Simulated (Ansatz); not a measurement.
## Ba2C (model cell, started as cuprite): following an unstable mode

Which phase does Ba2C (model cell, started as cuprite) fall into along its unstable mode, and how much energy does it gain?

Calculated with Ansatz 0.2.0; DFT PBEsol, scalar-relativistic, plane waves, PAW.

Report form: the programs' logs are mostly left out.

The structure was built from a prototype and need not be the compound's stable phase.

### Step 1. The starting structure

It takes space group Pn-3m (No. 224, cubic). Conventional cell: a = 6.182 Å, b = 6.182 Å, c = 6.182 Å, α = 90.00°, β = 90.00°, γ = 90.00°. C has 4 Ba at 2.68 Å nearest. Ba has 2 C at 2.68 Å nearest. Farther neighbours are not listed.

As a file:

```cif
data_structure
_symmetry_space_group_name_H-M 'P 1'
_symmetry_Int_Tables_number 1
_cell_length_a 6.1821
_cell_length_b 6.1821
_cell_length_c 6.1821
_cell_angle_alpha 90.000
_cell_angle_beta 90.000
_cell_angle_gamma 90.000
_cell_volume 236.27
loop_
_atom_site_label
_atom_site_type_symbol
_atom_site_fract_x
_atom_site_fract_y
_atom_site_fract_z
_atom_site_occupancy
C1 C 0.00000 0.00000 0.00000 1
C2 C 0.50000 0.50000 0.50000 1
Ba3 Ba 0.25000 0.25000 0.25000 1
Ba4 Ba 0.75000 0.75000 0.25000 1
Ba5 Ba 0.75000 0.25000 0.75000 1
Ba6 Ba 0.25000 0.75000 0.75000 1
```

### Step 2. Phonons on a q mesh

The cell comes from relaxations at this level that are not shown. Stability and thermal properties need the whole zone. Linear response on a 2×2×2 q mesh gives force constants as far as a supercell of that size would.

File input.yaml:

```yaml
crystal:
  lattice:
    - [6.1820686643, 0.0, 0.0]
    - [0.0, 6.1820686643, 0.0]
    - [0.0, 0.0, 6.1820686643]
  atoms:
    - { symbol: C, position: [0.0, 0.0, 0.0] }
    - { symbol: C, position: [0.5, 0.5, 0.5] }
    - { symbol: Ba, position: [0.25, 0.25, 0.25] }
    - { symbol: Ba, position: [0.75, 0.75, 0.25] }
    - { symbol: Ba, position: [0.75, 0.25, 0.75] }
    - { symbol: Ba, position: [0.25, 0.75, 0.75] }
kpoints:
  mp_grid: { grid: [6, 6, 6] }
hamiltonian:
  xc: pbesol
scf:
  occupations: { method: methfessel_paxton, width: 0.2 }
output:
  eigenvalues: true
phonons:
  method: dfpt
  qmesh: [2, 2, 2]
  temperatures: { t_max: 1000, t_step: 50 }
  qpath:
    path:
      - [[0.0, 0.0, 0.0], [0.0, 0.5, 0.0], [0.5, 0.5, 0.0], [0.0, 0.0, 0.0], [0.5, 0.5, 0.5], [0.0, 0.5, 0.0]]
      - [[0.5, 0.5, 0.5], [0.5, 0.5, 0.0]]
    npoints: 10
```

The run is started by

```sh
$ ansatz run input.yaml --threads 8 --pin off --max-ram 14336MiB --backend cpu --events-out ev --progress --plain --runs-dir out
```

Wall time 2 min (8 threads of Arm Neoverse V2, shared host); peak memory 2.8 GiB.

Numbers from this step:

| Property | Result |
| --- | --- |
| volume per atom | 39.38 Å³ |
| gap on the k-mesh | 0 eV |
| sum-rule residual before enforcement | 3.02e-5 eV/Å² |
| lowest frequency on the path | -131.7 cm⁻¹ |
| point group | m-3m |
| highest frequency on the path or at a solved wavevector | 233.3 cm⁻¹ |
| highest optical mode at the zone centre (no LO-TO term) | 202.8 cm⁻¹ |
| lowest optical zone-centre mode | -114.3 cm⁻¹ |
| lowest mode on the q mesh (acoustic modes at Γ apart) | -131.7 cm⁻¹ |

Frequencies (cm⁻¹) solved at each irreducible wavevector; negative means imaginary. Frequencies by wavevector, by row:

```tsv
q in reciprocal lattice units	star	mode 1	mode 2	mode 3	mode 4	mode 16	mode 17	mode 18
0 0 0	1	-114.3	-114.3	-114.3	0	202.8	202.8	202.8
0 0 -0.5	3	-131.7	-131.7	-117.8	-117.8	115.6	233.3	233.3
0 -0.5 -0.5	3	-75.6	-75.6	-58	-58	141.9	209.1	209.1
-0.5 -0.5 -0.5	1	-78.4	-78.4	-78.4	-70.5	206.1	206.1	206.1
```

Interpolated from a 2×2×2 q mesh. Phonon branches along the path, in cm⁻¹:

```tsv
point	branch 1	branch 2	branch 3	branch 4	branch 15	branch 16	branch 17	branch 18
Γ	-114	-114	-114	0	146	203	203	203
halfway	-122	-122	-120	12	109	167	223	223
X	-132	-132	-118	-118	116	116	233	233
halfway	-112	-112	-89	-89	134	134	219	219
M	-76	-76	-58	-58	142	142	209	209
halfway	-127	-112	-112	-29	112	194	194	221
Γ	-114	-114	-114	0	146	203	203	203
halfway	-108	-108	-101	-44	110	197	206	206
R	-78	-78	-78	-70	114	206	206	206
halfway	-101	-88	-83	-55	119	168	208	217
X	-132	-132	-118	-118	116	116	233	233
jump to R	-78	-78	-78	-70	114	206	206	206
halfway	-77	-77	-76	-64	110	186	208	208
M	-76	-76	-58	-58	142	142	209	209
```

Symmetry leaves 4 wavevectors to solve. The lowest mode among them, the acoustic zeros apart, lies at q = (0, 0, -0.5) and is imaginary, 131.7i cm⁻¹, so the energy falls along it.

### Step 3. The mode frozen in, largest atomic shift 0 Å

The mode followed lies at q = (0, 0, -0.5) with frequency 131.7i cm⁻¹ and is 2-fold degenerate, the softest among the wavevectors solved. At small amplitude the distorted cell has space group no. 91 by a symmetry search on the positions. The undistorted cell that holds it gives the zero of energy on the same k mesh.

System of this step: Ba2C (model cell, started as cuprite). Symmetry: Pn-3m, No. 224, cubic system. The conventional cell has a = 6.182 Å, b = 6.182 Å, c = 6.182 Å, α = 90.00°, β = 90.00°, γ = 90.00°. C has 4 Ba at 2.68 Å nearest. Nearest to Ba lie 2 C at 2.68 Å. Farther neighbours are not listed.

File input.yaml:

```yaml
crystal:
  lattice:
    - [6.1820686643, 0.0, 0.0]
    - [0.0, 6.1820686643, 0.0]
    - [0.0, 0.0, 12.3641373286]
  atoms:
    - { symbol: C, position: [0.0, 0.0, 0.0] }
    - { symbol: C, position: [0.0, 0.0, 0.5] }
    - { symbol: C, position: [0.5, 0.5, 0.25] }
    - { symbol: C, position: [0.5, 0.5, 0.75] }
    - { symbol: Ba, position: [0.25, 0.25, 0.125] }
    - { symbol: Ba, position: [0.25, 0.25, 0.625] }
    - { symbol: Ba, position: [0.75, 0.75, 0.125] }
    - { symbol: Ba, position: [0.75, 0.75, 0.625] }
    - { symbol: Ba, position: [0.75, 0.25, 0.375] }
    - { symbol: Ba, position: [0.75, 0.25, 0.875] }
    - { symbol: Ba, position: [0.25, 0.75, 0.375] }
    - { symbol: Ba, position: [0.25, 0.75, 0.875] }
kpoints:
  mp_grid: { grid: [6, 6, 4] }
hamiltonian:
  xc: pbesol
scf:
  occupations: { method: methfessel_paxton, width: 0.2 }
output:
  forces: true
  stress: true
  eigenvalues: true
```

Run time: 6 s. Hardware: 8 threads; peak memory 2 GiB.

Numbers from this step:

* pressure: 0.005304 GPa
* energy from the undistorted cell: 0 meV/atom

The run ends at a pressure of 0.01 GPa.

### Step 4. The mode frozen in, largest atomic shift 0.32 Å

The atoms are moved along the unstable eigenvector, the largest shift by 0.32 Å, with the cell fixed.

File input.yaml:

```yaml
crystal:
  lattice:
    - [6.1820686643, 0.0, 0.0]
    - [0.0, 6.1820686643, 0.0]
    - [0.0, 0.0, 12.3641373286]
  atoms:
    - { symbol: C, position: [0.0, -0.0517626085, 0.0] }
    - { symbol: C, position: [0.0, 0.0517626085, 0.5] }
    - { symbol: C, position: [0.5517626085, 0.5, 0.25] }
    - { symbol: C, position: [0.4482373915, 0.5, 0.75] }
    - { symbol: Ba, position: [0.2453402146, 0.2546597854, 0.125] }
    - { symbol: Ba, position: [0.2546597854, 0.2453402146, 0.625] }
    - { symbol: Ba, position: [0.7453402146, 0.7546597854, 0.125] }
    - { symbol: Ba, position: [0.7546597854, 0.7453402146, 0.625] }
    - { symbol: Ba, position: [0.7453402146, 0.2453402146, 0.375] }
    - { symbol: Ba, position: [0.7546597854, 0.2546597854, 0.875] }
    - { symbol: Ba, position: [0.2453402146, 0.7453402146, 0.375] }
    - { symbol: Ba, position: [0.2546597854, 0.7546597854, 0.875] }
kpoints:
  mp_grid: { grid: [6, 6, 4] }
hamiltonian:
  xc: pbesol
scf:
  occupations: { method: methfessel_paxton, width: 0.2 }
output:
  forces: true
  stress: true
  eigenvalues: true
  write_density: true
  write_potential: true
  elf: true
  volumetric_format: npy
```

It took 13 s on 8 threads; peak memory 1.7 GiB.

This step gave:

- pressure: -0.3074 GPa
- energy from the undistorted cell: -11.78 meV/atom

The energy, extrapolated to zero smearing, is -11.78 meV/atom against the undistorted cell.

The run ends at a pressure of -0.31 GPa, with forces up to 0.41 eV/Å.

### Step 5. Energy along the mode, all amplitudes (two of the runs are shown above)

An imaginary frequency means negative curvature, so the energy should fall and then rise again as anharmonic terms take over.

Numbers from this step:

| Property | Result |
| --- | --- |
| depth at the lowest point sampled | 11.78 meV/atom |
| largest atomic shift at that point | 0.32 Å |

The energy from the parent by largest atomic shift:

```tsv
largest atomic shift (Å)	energy from the parent (meV/atom)
0.000	0
0.040	-0.319
0.080	-1.27
0.140	-3.80
0.220	-8.35
0.320	-11.8
0.450	-4.95
0.600	19.8
```

Displacement at unit largest shift by atom:

```tsv
atom	x (Å)	y (Å)	z (Å)	size
C1	0.00	-1.00	0.00	1.00
C2	0.00	1.00	0.00	1.00
C3	1.00	0.00	0.00	1.00
C4	-1.00	0.00	0.00	1.00
Ba5	-0.09	0.09	0.00	0.13
Ba6	0.09	-0.09	0.00	0.13
Ba7	-0.09	0.09	0.00	0.13
Ba8	0.09	-0.09	0.00	0.13
Ba9	-0.09	-0.09	0.00	0.13
Ba10	0.09	0.09	0.00	0.13
Ba11	-0.09	-0.09	0.00	0.13
Ba12	0.09	0.09	0.00	0.13
```

The lowest of the steps tried is at 0.32 Å, 11.8 meV/atom below the parent; the bottom of the well need not coincide with a step.

### Step 6. Relaxation from the frozen mode

Starting from the lowest point found, all atoms and the cell are let go, so that strain and other modes of the same symmetry can join in.

Edit input.yaml of step 4 so:

```diff
@@ -28,5 +28,6 @@
   eigenvalues: true
-  write_density: true
-  write_potential: true
-  elf: true
-  volumetric_format: npy
+relax:
+  adjacent_minimum: "off"
+  f_tol: 0.002
+  max_steps: 120
+  cell: { stress_tol: 0.03 }
```

The job ended after 3.8 min (8 threads; peak memory 1.8 GiB).

Step by step:

```tsv
step	energy less that of the first step (eV)	largest force component (eV/Å)	pressure (GPa)	volume (Å³)
1	0.0000	0.2910	-0.31	472.53
2	-0.2625	0.2006	-0.41	464.66
3	-0.5934	0.2169	-0.44	451.00
4	-0.9970	0.1722	-0.44	436.75
5	-1.4751	0.1498	-0.51	419.66
6	-2.0517	0.1198	-0.30	395.67
7	-2.4771	0.2822	-0.01	371.36
8	-2.9210	0.4177	-0.15	356.34
9	-3.4664	0.3257	-0.35	343.58
10	-3.9648	0.2278	-0.15	335.16
11	-4.0797	0.2807	1.03	323.28
12	-4.2048	0.0969	0.18	327.00
13	-4.2642	0.0423	0.15	325.18
14	-4.2917	0.0168	-0.04	325.98
15	-4.2962	0.0107	0.06	325.02
16	-4.2969	0.0007	-0.02	325.63
17	-4.2970	0.0005	0.00	325.51
18*	-4.2990	0.0005	0.00	325.51
19	-4.2991	0.0052	0.00	325.48
20	-4.2991	0.0004	0.00	325.52
21	-4.2991	0.0001	0.00	325.51
22*	-4.2991	0.0001	0.00	325.51
```

Relaxation steps marked * repeat the geometry before them on a plane-wave basis chosen anew for their cell, so energy and pressure can jump there.

Forces are held to the 8 operations that the run works with; a distortion that breaks them can't arise in this run.

```tsv
cell as run	before	after	change
a (Å)	6.182	4.865	-21.3 %
b (Å)	6.182	4.865	-21.3 %
c (Å)	12.364	13.756	+11.3 %
volume (Å³/atom)	39.38	27.13	-31.1 %
```

The atoms that moved most (Å, as changes of fractional coordinates times the final cell):

```tsv
atom	dx	dy	dz	length
Ba8	1.194	-1.194	0.000	1.688
Ba10	1.194	1.194	0.000	1.688
Ba11	-1.194	-1.194	0.000	1.688
Ba5	-1.194	1.194	0.000	1.688
Ba9	-1.193	-1.193	0.000	1.688
Ba7	-1.193	1.193	0.000	1.688
Ba12	1.193	1.193	0.000	1.688
Ba6	1.193	-1.193	0.000	1.688
```

The relaxed structure:

```xyz
12
Lattice="4.8646 0.0000 0.0000 0.0000 4.8646 0.0000 0.0000 0.0000 13.7555" Properties=species:S:1:pos:R:3 pbc="T T T"
C     0.0000    0.0000    0.0000
C     0.0000    0.0000    6.8778
C     2.4323    2.4323    3.4389
C     2.4323    2.4323   10.3167
Ba    0.0000    2.4323    1.7194
Ba    2.4323    0.0000    8.5972
Ba    2.4323    4.8646    1.7194
Ba    4.8646    2.4323    8.5972
Ba    2.4323    0.0000    5.1583
Ba    4.8646    2.4323   12.0361
Ba    0.0000    2.4323    5.1583
Ba    2.4323    4.8646   12.0361
```

This step gave:

```
pressure        : -1.17e-4 GPa
volume per atom : 27.13 Å³
```

The distorted start has space group P4_122; the relaxation ends in Fm-3m.

### Step 7. The new phase in its own primitive cell

The relaxed structure is symmetrised, reduced to its primitive cell and relaxed tightly, as its phonons need.

System of this step: Ba2C (model cell, started as cuprite). Symmetry: Fm-3m, No. 225, cubic system. Conventional cell: a = 6.879 Å, b = 6.879 Å, c = 6.879 Å, α = 90.00°, β = 90.00°, γ = 90.00°. Nearest to C lie 8 Ba at 2.98 Å. Ba has 4 C at 2.98 Å nearest. Farther neighbours are not listed.

input.yaml, the sections that differ from step 6:

```yaml
crystal:
  lattice:
    - [0.0, 3.4394866052, 3.4394866052]
    - [3.4394866052, 0.0, 3.4394866052]
    - [3.4394866052, 3.4394866052, 0.0]
  atoms:
    - { symbol: C, position: [0.0, 0.0, 0.0] }
    - { symbol: Ba, position: [0.75, 0.75, 0.75] }
    - { symbol: Ba, position: [0.25, 0.25, 0.25] }
kpoints:
  mp_grid: { grid: [10, 10, 10] }
relax:
  adjacent_minimum: "off"
  f_tol: 0.001
  max_steps: 60
  cell: { stress_tol: 0.01 }
# hamiltonian, scf, output: as in step 6
```

The job ended after 1.8 s (8 threads; peak memory 0.47 GiB).

Little changed from the start: no atom moved by 0.005 Å and no cell edge by 0.1 %.

Numbers from this step:

```yaml
pressure: 0.006299 GPa
volume_per_atom: 27.11 Å³
```

The forces vanish by symmetry and the pressure is 0.006 GPa, within the tolerances set. The cell now holds 27.11 Å³/atom.

### Step 8. Modes of the new phase, k-mesh 10×10×10

A relaxed structure may still be a saddle point, so its zone-centre modes are computed. No field response is asked, since the mesh shows no gap.

input.yaml, the sections that differ from step 7:

```yaml
crystal:
  lattice:
    - [0.0, 3.4389909391, 3.4389909391]
    - [3.4389909391, 0.0, 3.4389909391]
    - [3.4389909391, 3.4389909391, 0.0]
  atoms:
    - { symbol: C, position: [0.0, 0.0, 0.0] }
    - { symbol: Ba, position: [0.75, 0.75, 0.75] }
    - { symbol: Ba, position: [0.25, 0.25, 0.25] }
output:
  eigenvalues: true
phonons:
  method: dfpt
# kpoints, hamiltonian, scf: as in step 7
# relax: removed
```

It took 6.3 s on 8 threads; peak memory 0.87 GiB.

Numbers from this step:

```
sum-rule residual before enforcement                    : 2.19e-5 eV/Å²
highest optical mode at the zone centre (no LO-TO term) : 230.8 cm⁻¹
lowest optical zone-centre mode                         : 68.64 cm⁻¹
```

Patterns of degenerate modes are one choice out of their space. The modes at Γ (shares of kinetic energy by element, %):

```tsv
mode	frequency (cm⁻¹)	symmetry	C %	Ba %
1	0.0	acoustic	4	96
2	0.0	acoustic	4	96
3	0.0	acoustic	4	96
4	68.6	T2g	0	100
5	68.6	T2g	0	100
6	68.6	T2g	0	100
7	230.8	T1u	96	4
8	230.8	T1u	96	4
9	230.8	T1u	96	4
```

Displacements in mode 5 (68.6 cm⁻¹), the largest set to 1:
```
C1   0.00  0.00  0.00
Ba2 -0.35  1.00 -0.24
Ba3  0.35 -1.00  0.24
```

Displacements in mode 9 (230.8 cm⁻¹), the largest set to 1:
```
C1   0.00  0.00  1.00
Ba2  0.00  0.00 -0.04
Ba3  0.00  0.00 -0.04
```

Before it was imposed, the acoustic sum rule was missed by 2.2e-5 eV/Å². Small misses are needed for a sound result but don't prove that mesh and cutoff are converged. The lowest optical mode is real, 68.6 cm⁻¹.

### Step 9. What came out

| Property | Result |
| --- | --- |
| unstable mode of the parent | q = (0, 0, -0.5), 132i cm⁻¹ |
| depth at the lowest point sampled | 11.8 meV/atom |
| largest atomic shift at that point | 0.32 Å |
| space group reached (within 0.01 Å) | Fm-3m |
| energy gained over the parent (first relaxation, on the mesh of the frozen mode) | 370 meV/atom |
| volume per atom, phase reached | 27.1 Å³ |
| lowest optical zone-centre mode, phase reached | 68.6 cm⁻¹ |
| highest optical mode at the zone centre (no LO-TO term), phase reached | 231 cm⁻¹ |

From this start the structure relaxes into Fm-3m, 370 meV/atom below the parent. At the parent's cell the well is 11.78 meV/atom deep on the steps tried, with its lowest point at a shift of 0.32 Å. Relaxing atoms and cell changes the gain by +358.12 meV/atom against the lowest step (energies at zero smearing). Most of the total comes from this relaxation. The frozen pattern makes up only 3 % of the final shifts of the atoms, so other modes or strain give most of the change. The new phase has no imaginary mode at the zone centre of its cell; other wavevectors were not checked. Of the 6 patterns followed to their end from this parent, this one reaches the lowest energy. Each path keeps the symmetry of its pattern, so a lower phase may lie along a pattern not tried. With no gap, or one that is small against the smearing, the frequencies hang on the k mesh and the smearing, most of all near Kohn anomalies. Spin-orbit coupling is left out, which can matter for the heavy elements here. The starting cell was built on a prototype and not taken from a measurement, so the phase need not exist.

[Logs are printed without paths, hosts, clocks, repeated set-up lines and the standing remarks that a program may print on its own settings, such as how far it seeks lower states.]

[Hosts, paths, dates, database ids (printed as entryN), source tags and the programs' standing remarks are cut or masked in the printed files.]
